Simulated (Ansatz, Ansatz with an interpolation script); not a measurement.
An input for Ansatz 0.2.0 (Cs3GaF6 (Fm-3m)):

```yaml
crystal:
  lattice:
    - [0.0, 4.7239, 4.7239]
    - [4.7239, 0.0, 4.7239]
    - [4.7239, 4.7239, 0.0]
  atoms:
    - { symbol: Cs, position: [0.75, 0.75, 0.75] }
    - { symbol: Cs, position: [0.25, 0.25, 0.25] }
    - { symbol: Cs, position: [0.0, 0.0, 0.0] }
    - { symbol: Ga, position: [0.5, 0.5, 0.5] }
    - { symbol: F, position: [0.2965, 0.7035, 0.7035] }
    - { symbol: F, position: [0.7035, 0.2965, 0.7035] }
    - { symbol: F, position: [0.7035, 0.2965, 0.2965] }
    - { symbol: F, position: [0.2965, 0.7035, 0.2965] }
    - { symbol: F, position: [0.7035, 0.7035, 0.2965] }
    - { symbol: F, position: [0.2965, 0.2965, 0.7035] }
kpoints:
  mp_grid: { grid: [4, 4, 4] }
hamiltonian:
  xc: lda
  pseudopotentials: { kind: paw, azcp: { folder: soft_1 }, xc_functional: pbe }
scf:
  occupations: { method: fixed }
gw:
  n_empty_bands: 368
  ecut_chi: 84
  qp_bands: [v27, c1]
  screening: { model: contour_deformation }
```

```sh
ansatz run input.yaml --threads 2 --pin off --max-ram 92160MiB --backend cuda --events-out ev --progress --plain --runs-dir out --devices 1 --max-vram 13GiB
```

Estimate wall time and host memory on 1 × NVIDIA H100 80GB HBM3 (shared by 6 runs) with 2 threads of AMD EPYC 7R13 (Zen 3), shared host.

It took 53 s; on shared hardware allow 26 s to 1.8 min. Peak host memory was 1.5 GiB. The sizes that set the cost: 4111 plane waves a state, 8 irreducible k points, 409 bands summed, 339 plane waves in the screening and 10 SCF cycles.

The screening grows as filled bands × empty bands × pairs of k points, times the square of the screening basis for the matrix.

[Paths, hosts, dates, memory and timing lines, banners, echoed tables and standing remarks are left out of the program output.]

[Logs are printed without paths, hosts, clocks, repeated set-up lines and the standing remarks that a program may print on its own settings, such as how far it seeks lower states.]

[Runs of the session that timed out or met a known fault of the program may be left out.]

[Hosts, paths, dates, database ids (printed as entryN), source tags and the programs' standing remarks are cut or masked in the printed files.]
